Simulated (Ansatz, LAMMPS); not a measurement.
# Relaxing amorphous 93SiO2-7P2O5 (mol %) (92 atoms), part 4 of 4

Aim: bring amorphous 93SiO2-7P2O5 (mol %) (92 atoms) to a nearby minimum of the energy and see what moves.

Ansatz 0.2.0; Kohn-Sham DFT, PBE, PAW (set soft_2), plane waves.

The cell: 26 Si, 4 P and 62 O. The quench rate of 50 K/ps far exceeds what a furnace or splat quench reaches. The starting topology of bonds comes from the classical model. Only the Γ point is sampled in the main run, in a cell whose shortest periodic width is 11 Å.

So far. Step 4 (Cell and atoms relaxed): The relaxation changed the energy by -56.2 meV/atom, and atoms moved by 0.37 Å r.m.s., 1.0 Å at most. Step 7 (K-mesh 2×2×2): Forces differ from those of the single point at the relaxed geometry by 2.2 meV/Å r.m.s.; the energy by -0.34 meV/atom and the gap by +0.0059 eV. It took roughly 9.0 times the reference's time (one timing each, with unlike analyses asked), in 9 cycles against 9.

### Step 8. Functional HSE06

HSE06 mixes in a quarter of exact exchange at short range, which counters self-interaction, at a higher cost.

This step: Kohn-Sham DFT, HSE06, PAW (set soft_2), plane waves (Ansatz 0.2.0).

File input.yaml:

```yaml
crystal:
  lattice:
    - [11.03547, -0.11517, 0.06333]
    - [-0.11517, 11.1361, -0.32605]
    - [0.06333, -0.32605, 11.04383]
  atoms:
    [... the 92 atom lines of step 6 ...]
kpoints:
  mp_grid: { grid: [1, 1, 1] }
hamiltonian:
  xc: hse06
scf:
  occupations: { method: fermi_dirac, width: 0.025 }
output:
  forces: true
  stress: true
  populations: true
  dos:
    method: { smearing: { sigma: 0.08 } }
    de: 0.05
    projected: { site_lists: { O: [O], P: [P], Si: [Si] } }
  eigenvalues: true
```

On the command line:

```
$ ansatz run input.yaml --threads 4 --pin off --max-ram 8192MiB --backend cpu --events-out ev --progress --plain --runs-dir out
```

Standard output:

```text
Warning: output.stress: scf.convergence.dr2_threshold = 1e-7 eV (the SCF's general default) is looser than the 1.6e-9 eV advised for a printed stress (1e-10 eV for each atom of the cell: 92, of which 16 are counted). What an SCF threshold leaves in a stress goes as its square root, and in the free energy as the threshold itself, and one threshold admits the most on a small cell: [...]
Warning: output.stress: scf.exx.energy_threshold = 1e-6 eV is looser than the 1.6e-7 eV advised for a stress under a hybrid functional (1e-8 eV for each atom of the cell: 92, of which 16 are counted). Every SCF of the exchange loop can meet its threshold on dr2 while the loop round them stops early: [...]
exact exchange: scf.exx.singularity resolves to wigner_seitz, which cuts the screened interaction at the faces of the exchange supercell's Wigner-Seitz cell, so that each pair interacts once, at the shortest of its separations (the periodic images that this leaves out come, [...]
[...]
Crystal: 92 atoms, lattice volume = 1355.840 Å³
Basis set: ecut = 420 eV, 26523 PW (Γ), exchange–correlation on 150×150×150 points (8 copies of the dense FFT grid, shifted against one another)
Bands: 340, of which v1, the nominal top of the filled ones, is band 248 counted from 1 (247 counted from 0)
Symmetry: 1 space group operations
[...]
k-points: 1
[...]
SCF iter   1: F=—  HF=-54820.288582 eV  |F-HF|=—  |Δ(HF+E_count)|=         —  Δρ=2.09e-3  dr2=9.78e-2  ethr=1.77e-3  ⟨swp⟩=13.0  Hψ=2054  notcnv=0
[...]
SCF iter   4: F=-54820.294730 eV  HF=-54820.294947 eV  |F-HF|=2.17e-4  |Δ(HF+E_count)|=   1.62e-3  Δρ=3.55e-4  dr2=1.17e-3  ethr=8.00e-7  ⟨swp⟩=7.0  Hψ=808  notcnv=0  defer=4
SCF 1 stopped early in 4 iterations: F = -54820.294730 eV  dr2 = 1.17e-3
[...]
Exchange kernel: α = 0.2500, screened, ω = 0.2079 Å⁻¹, Wigner–Seitz truncation, v(0) = 950.7509 eV·Å³, q-mesh 1×1×1, nearest image of the exchange supercell L = 11.04 Å, pair-density grid 54×54×54, without the augmentation charges, whose exchange is taken in its separable form (sized by the pseudopotential files, [...]
Frozen-core exchange: fock
SCF iter   1: F=—  HF=-54829.161970 eV  |F-HF|=—  |Δ(HF+E_count)|=         —  Δρ=6.78e-3  dr2=5.22e-1  ethr=2.36e-6  ⟨swp⟩=10.0  Hψ=1822  notcnv=0
[...]
SCF iter   6: F=—  HF=-54829.132669 eV  |F-HF|=—  |Δ(HF+E_count)|=   3.59e-4  Δρ=1.40e-4  dr2=2.89e-4  ethr=2.30e-7  ⟨swp⟩=5.0  Hψ=723  notcnv=0
SCF iter   7: F=-54829.132587 eV  HF=-54829.132596 eV  |F-HF|=8.93e-6  |Δ(HF+E_count)|=   7.23e-5  Δρ=2.77e-5  dr2=1.25e-5  ethr=5.05e-8  ⟨swp⟩=4.0  Hψ=611  notcnv=0
SCF 2 stopped early in 7 iterations: F = -54829.132587 eV  dr2 = 1.25e-5
  Residual-converged pass: ⟨swp⟩=4.0  Hψ=1022  notcnv=0  max |occ|·‖R‖ = 5.8e-6 eV (tolerance 6.7e-6 eV)  dr2=1.28e-5  dr2_onsite=4.83e-7  max |Δocc| = 0.0e0
[...]
hybrid outer 1: dexx = +1.833e-1 eV, tail = 1.88e-4 eV
[...]
Frozen-core exchange: fock
SCF iter   1: F=—  HF=-54829.130434 eV  |F-HF|=—  |Δ(HF+E_count)|=         —  Δρ=3.85e-5  dr2=1.48e-5  ethr=1.89e-7  ⟨swp⟩=15.0  Hψ=1156  notcnv=0
[...]
SCF iter   4: F=-54829.130433 eV  HF=-54829.130433 eV  |F-HF|=2.60e-9  |Δ(HF+E_count)|=   1.18e-7  Δρ=1.25e-6  dr2=8.81e-9  ethr=8.32e-11  ⟨swp⟩=7.0  Hψ=730  notcnv=0  defer=1
SCF 3 converged in 4 iterations: F = -54829.130433 eV  dr2 = 8.81e-9
[...]
hybrid outer 2: dexx = +2.603e-6 eV, tail = 4.70e-8 eV, Δε = 9.66e-4 eV (about 1.57e-5 eV left of the loop's levels), ΔF = 1.04e-2 eV/Å (tail 6.89e-4)
hybrid SCF converged: 2 outer / 11 inner (+4 warm-up), last move |dexx| = 2.60e-6 eV, tail = 4.70e-8 eV
Stability not checked: this state was not tested for a lower state beside it, because the functional holds exact exchange (a hybrid, or Hartree-Fock), whose exchange loop this test does not read (fock_operator; see scf.lower_state_search)
Free energy (F): -54829.130433 eV
Frozen-core exchange: fock
[...]
Internal energy: -54829.130433 eV  (E = F + TS)
E sigma→0 (E₀):  -54829.130433 eV
Fermi energy:    4.392611 eV
[...]
Σ components = -54829.130433   (vs F -54829.130433, Δ=7.28e-12)
--- Forces (eV/Å), atoms counted from 1 ---
  atom   1  Si     0.04746331     0.03902655     0.00025345
  atom   2  Si    -0.02327663     0.05216578     0.05525067
  atom   3  Si    -0.03295300    -0.01444037    -0.02237534
  atom   4  Si     0.00955969     0.02049573     0.04052115
[...]
atom  92  O      0.01171733    -0.13275561     0.01717862
  max |Σ_I F_I| component: 2.40e-4 eV/Å
--- Stress (GPa, compression-positive) ---
       -4.907989      -0.013804       0.102984
       -0.013807      -4.818790      -0.036725
        0.102984      -0.036723      -4.888857
  P = ⅓ Tr σ = -4.8719 GPa (-48.719 kbar)
--- Band table (eV) ---
[...]
--- Löwdin populations: 92 sites ---
  site symbol       q [e]
     0     Si      2.1283
     1     Si      2.1271
     2     Si      2.1223
[...]
91      O      6.8182
  spilling = 0.014702 (of n_electrons = 496.000000)
```

The job ended after 4.6 min (4 threads of Arm Neoverse V1, shared host; peak memory 3.9 GiB).

The program notes that the exchange threshold is loose for the stress and the SCF threshold is loose for the stress.

Geometry and reference: those of the single point at the relaxed geometry.

Forces differ from those of the single point at the relaxed geometry by 215 meV/Å r.m.s.; the pressure by -4.9 GPa and the gap by +1.7 eV. It took roughly 13 times the reference's time (one timing each, with unlike analyses asked), in 15 cycles against 9.

The run gave:

| Item | Value |
| --- | --- |
| free energy | -54829.1304 eV |
| free energy per atom | -595.9688 eV/atom |
| SCF cycles | 15 |
| pressure | -4.872 GPa |
| r.m.s. force component | 0.2154 eV/Å |
| longest force | 1.086 eV/Å |
| Fermi energy | 4.393 eV |
| gap (highest filled to lowest empty level) | 5.228 eV |
| spilling of the projection | 0.0147 |

Length of the force by element and coordination:

```
element  coordination  atoms  mean length of the force (eV/Å)  spread   least    most
      O           all     62                            0.405   0.201   0.097    1.09
      O             1      3                            0.988   0.138   0.793    1.09
      O             2     59                            0.375   0.152   0.097   0.693
      P           all      4                           0.0643  0.0046  0.0597  0.0703
     Si           all     26                           0.0686  0.0269  0.0352   0.141
     Si             4     25                           0.0657  0.0231  0.0352   0.125
     Si             5      1                            0.141       0   0.141   0.141
```

Löwdin charges by element and coordination (they lack the spilled electrons, 0.079 e an atom on average):

```
element  coordination  atoms  mean charge (e)  spread   least    most
      O           all     62           -0.809  0.0258  -0.932  -0.748
      O             1      3           -0.867  0.0468  -0.932  -0.827
      O             2     59           -0.806  0.0203  -0.830  -0.748
      P           all      4             2.30  0.0613    2.23    2.37
     Si           all     26             1.86  0.0305    1.73    1.89
     Si             4     25             1.86  0.0289    1.73    1.89
     Si             5      1             1.80       0    1.80    1.80
```

States in the cell by windows of 1 eV, zero at the Fermi level; the larger projections on atomic orbitals stand beside the total:

```
from (eV)  to (eV)  total   O p  Si p
      -14      -13   14.6   9.8   0.6
      -13      -12   19.0  13.3   1.5
      -12      -11   17.4  12.6   2.0
      -11      -10   35.2  27.0   6.3
      -10       -9   24.9  19.7   3.9
       -9       -8   27.7  23.4   1.7
       -8       -7   51.7  45.9   2.7
       -7       -6   74.1  68.9   2.2
       -6       -5   61.0  58.2   1.0
       -5       -4   23.8  22.9   0.3
       -4       -3    8.4   7.9   0.0
       -3       -2    4.0   3.7   0.2
       -2        2    0.0   0.0   0.0
        2        3    2.0   0.1   0.0
        3        4    0.2   0.0   0.0
        4        5   15.1   1.2   4.2
```

Between -26 and -14 eV lie 127 more states.

The levels nearest the highest filled one (over half full), pooled over k-points and spins:

```
level less the highest filled one (eV)  occupation
                                 -1.32           2
                                 -1.31           2
                                 -1.26           2
                                 -1.09           2
                               -0.0641           2
                                     0           2
                                  5.23           0
                                  6.69           0
                                  6.76           0
                                  6.92           0
                                  7.02           0
                                  7.17           0
```

### Step 9. Functional r2SCAN (500 eV)

The meta-GGA r2SCAN uses the kinetic energy density as well as the density and its gradient. Besides, the cutoff goes from 420 to 500 eV.

This step: Kohn-Sham DFT, r2SCAN, PAW (set soft_2), plane waves (Ansatz 0.2.0).

input.yaml, as its differences from that of step 8:

```diff
@@ -10,3 +10,3 @@
 hamiltonian:
-  xc: hse06
+  xc: r2scan
 scf:
```

Standard output:

```text
[...]
Crystal: 92 atoms, lattice volume = 1355.840 Å³
Basis set: ecut = 500 eV, 34417 PW (Γ), exchange–correlation on 324×360×324 points (64 copies of the dense FFT grid, shifted against one another)
Bands: 340, of which v1, the nominal top of the filled ones, is band 248 counted from 1 (247 counted from 0)
Symmetry: 1 space group operations
[...]
k-points: 1
[...]
SCF iter   1: F=—  HF=-54999.867869 eV  |F-HF|=—  |Δ(HF+E_count)|=         —  Δρ=7.33e-3  dr2=8.14e-1  dr2_τ=7.85e0  ethr=1.77e-3  ⟨swp⟩=7.0  Hψ=1781  notcnv=0  defer=66
[...]
SCF iter   9: F=—  HF=-55002.207315 eV  |F-HF|=—  |Δ(HF+E_count)|=   9.69e-7  Δρ=3.53e-6  dr2=1.82e-7  dr2_τ=1.72e-8  ethr=3.69e-10  ⟨swp⟩=3.0  Hψ=447  notcnv=0  defer=84
SCF iter  10: F=-55002.207316 eV  HF=-55002.207316 eV  |F-HF|=5.45e-8  |Δ(HF+E_count)|=   2.17e-7  Δρ=1.52e-6  dr2=3.28e-8  dr2_τ=3.99e-9  ethr=2.02e-11  ⟨swp⟩=20.0  Hψ=2322  notcnv=0
SCF 1 converged in 10 iterations: F = -55002.207316 eV  dr2 = 3.28e-8
[...]
SCF converged after 10 iterations
Free energy (F): -55002.207316 eV
[...]
Internal energy: -55002.207316 eV  (E = F + TS)
E sigma→0 (E₀):  -55002.207316 eV
Fermi energy:    4.663570 eV
[...]
Σ components = -55002.207316   (vs F -55002.207316, Δ=0.00e0)
--- Forces (eV/Å), atoms counted from 1 ---
  atom   1  Si     0.02989844     0.02322386     0.01794406
  atom   2  Si    -0.01203163     0.04961289     0.05215970
  atom   3  Si    -0.02481618    -0.00053625    -0.01205888
  atom   4  Si     0.01160396     0.02193806     0.03709829
[...]
atom  92  O      0.01215378    -0.11598171     0.01651657
  max |Σ_I F_I| component: 7.39e-5 eV/Å
--- Stress (GPa, compression-positive) ---
       -4.730322      -0.024498       0.090246
       -0.024499      -4.671079      -0.049938
        0.090246      -0.049937      -4.687085
  P = ⅓ Tr σ = -4.6962 GPa (-46.962 kbar)
--- Band table (eV) ---
[...]
--- Löwdin populations: 92 sites ---
  site symbol       q [e]
     0     Si      2.1246
     1     Si      2.1225
     2     Si      2.1182
[...]
91      O      6.8222
  spilling = 0.014482 (of n_electrons = 496.000000)
```

It took 55 s on 4 threads; peak memory 3.5 GiB.

Geometry and reference: those of the single point at the relaxed geometry.

Forces differ from those of the single point at the relaxed geometry by 170 meV/Å r.m.s.; the pressure by -4.7 GPa and the gap by +0.62 eV. It took roughly 2.6 times the reference's time (one timing each, with unlike analyses asked), in 10 cycles against 9.

### Step 10. Functional PBEsol

PBEsol restores the gradient expansion of exchange for slowly varying densities and usually gives shorter bonds in solids than PBE.

This step: Kohn-Sham DFT, PBEsol, PAW (set soft_2), plane waves (Ansatz 0.2.0).

input.yaml, as its differences from that of step 9:

```diff
@@ -10,3 +10,3 @@
 hamiltonian:
-  xc: r2scan
+  xc: pbesol
 scf:
```

Standard output:

```text
[...]
Crystal: 92 atoms, lattice volume = 1355.840 Å³
Basis set: ecut = 420 eV, 26523 PW (Γ), exchange–correlation on 150×150×150 points (8 copies of the dense FFT grid, shifted against one another)
Bands: 340, of which v1, the nominal top of the filled ones, is band 248 counted from 1 (247 counted from 0)
Symmetry: 1 space group operations
[...]
k-points: 1
[...]
SCF iter   1: F=—  HF=-53978.684447 eV  |F-HF|=—  |Δ(HF+E_count)|=         —  Δρ=1.13e-2  dr2=1.35e0  ethr=1.77e-3  ⟨swp⟩=7.0  Hψ=1789  notcnv=0  defer=56
[...]
SCF iter   9: F=—  HF=-53978.303278 eV  |F-HF|=—  |Δ(HF+E_count)|=   9.92e-7  Δρ=6.23e-6  dr2=4.72e-7  ethr=2.55e-10  ⟨swp⟩=3.0  Hψ=509  notcnv=0  defer=84
SCF iter  10: F=-53978.303278 eV  HF=-53978.303278 eV  |F-HF|=2.89e-8  |Δ(HF+E_count)|=   3.71e-8  Δρ=1.28e-6  dr2=2.79e-8  ethr=2.02e-11  ⟨swp⟩=16.0  Hψ=2377  notcnv=0
SCF 1 converged in 10 iterations: F = -53978.303278 eV  dr2 = 2.79e-8
[...]
SCF converged after 10 iterations
Free energy (F): -53978.303278 eV
[...]
Internal energy: -53978.303278 eV  (E = F + TS)
E sigma→0 (E₀):  -53978.303278 eV
Fermi energy:    4.619654 eV
[...]
Σ components = -53978.303278   (vs F -53978.303278, Δ=0.00e0)
--- Forces (eV/Å), atoms counted from 1 ---
  atom   1  Si    -0.02482254    -0.03585422     0.02191773
  atom   2  Si     0.01789967    -0.00777841    -0.03663455
  atom   3  Si    -0.00446511    -0.02084455     0.03060069
  atom   4  Si    -0.01463985     0.00907687    -0.02192013
[...]
atom  92  O      0.00900729    -0.04617601    -0.00592235
  max |Σ_I F_I| component: 4.94e-5 eV/Å
--- Stress (GPa, compression-positive) ---
       -2.465356      -0.017436       0.015158
       -0.017437      -2.437742      -0.016254
        0.015158      -0.016254      -2.336628
  P = ⅓ Tr σ = -2.4132 GPa (-24.132 kbar)
--- Band table (eV) ---
[...]
--- Löwdin populations: 92 sites ---
  site symbol       q [e]
     0     Si      2.2174
     1     Si      2.2146
     2     Si      2.2123
[...]
91      O      6.7732
  spilling = 0.014740 (of n_electrons = 496.000000)
```

Elapsed: 21 s, on 4 threads; peak memory 1.6 GiB.

Geometry and reference: those of the single point at the relaxed geometry.

Forces differ from those of the single point at the relaxed geometry by 63 meV/Å r.m.s.; the pressure by -2.4 GPa.

### Step 11. The ladder side by side

Each row is set against the single point at the relaxed geometry (Kohn-Sham DFT, PBE, PAW (set soft_2), plane waves; r.m.s. force component 0.00524 eV/Å). Energies are set beside the reference only for runs with its functional, potentials and electron count. Times are for 4 threads of Arm Neoverse V1, shared host. The reference's time includes grids, which some other runs skip.

```
                       run  Δ force, r.m.s. (meV/Å)  Δ energy (meV/atom)  Δ pressure (GPa)  Δ gap (eV)  cycles     time  host memory (GiB)
                 reference                        -                    -                 -           -       9     21 s                1.6
              k-mesh 2×2×2                     2.21               -0.342            0.0018      0.0059       9  3.2 min                5.9
          functional HSE06                      215                    -             -4.86        1.67      15  4.6 min                3.9
functional r2SCAN (500 eV)                      170                    -             -4.68       0.621      10     55 s                3.5
         functional PBEsol                     63.4                    -             -2.40     -0.0029      10     21 s                1.6
```

### Step 12. Summary of results

| Item | Value |
| --- | --- |
| energy change in the relaxation | -56.24 meV/atom |
| r.m.s. displacement | 0.372 Å |
| largest displacement | 1.012 Å |
| free energy per atom | -595.8721 eV/atom |
| pressure | -0.01482 GPa |
| r.m.s. force component | 0.00524 eV/Å |
| gap (highest filled to lowest empty level) | 3.555 eV |
| wall time of the 7 DFT runs | 15 min |

In words: Relaxation lowers the energy by 56.2 meV/atom and moves atoms by 0.37 Å r.m.s.; the r.m.s. force component goes from 0.83 to 0.0052 eV/Å. Displacements are taken in the final cell, so they leave out its strain. By the final cutoffs 0 of 120 bonded pairs parted and 1 joined. The cell shrank by 1.4 % in volume. From the first step to the last the energy fell by 5.174 eV, across changes of basis, and the largest move was 1.01 Å (O57). The O-Si bonds go from 1.614 Å (spread 0.032) to 1.636 Å (spread 0.032), and their number from 104 to 105. With the cutoffs above, 95 % of O atoms have 2, all P atoms have 4 and 96 % of Si atoms have 4 bonded neighbours. 95 % of the oxygens bridge two formers and 5 % are non-bridging. The highest filled and lowest empty levels differ by 3.55 eV (at Γ alone); a semilocal functional tends to put such gaps too low. In a disordered cell it changes from sample to sample, and tail or defect levels can set it.

Among the changes of functional, dispersion, potentials or spin, functional HSE06 moves the forces most, by 215 meV/Å r.m.s. The gap changes by +1.67 eV with HSE06.

Caveats: The network of bonds at the start is that of the classical potential that made the cell; in DFT 0 of its 120 bonded pairs passed out of the cutoffs and 1 came within them.

[Long decimals in the printed logs are rounded to 6 places.]

[Logs are printed without paths, hosts, clocks, repeated set-up lines and the standing remarks that a program may print on its own settings, such as how far it seeks lower states.]

[Hosts, paths, dates, database ids (printed as entryN), source tags and the programs' standing remarks are cut or masked in the printed files.]

[A walk said to have stopped at its limit may instead have ended on an SCF cycle that didn't converge.]
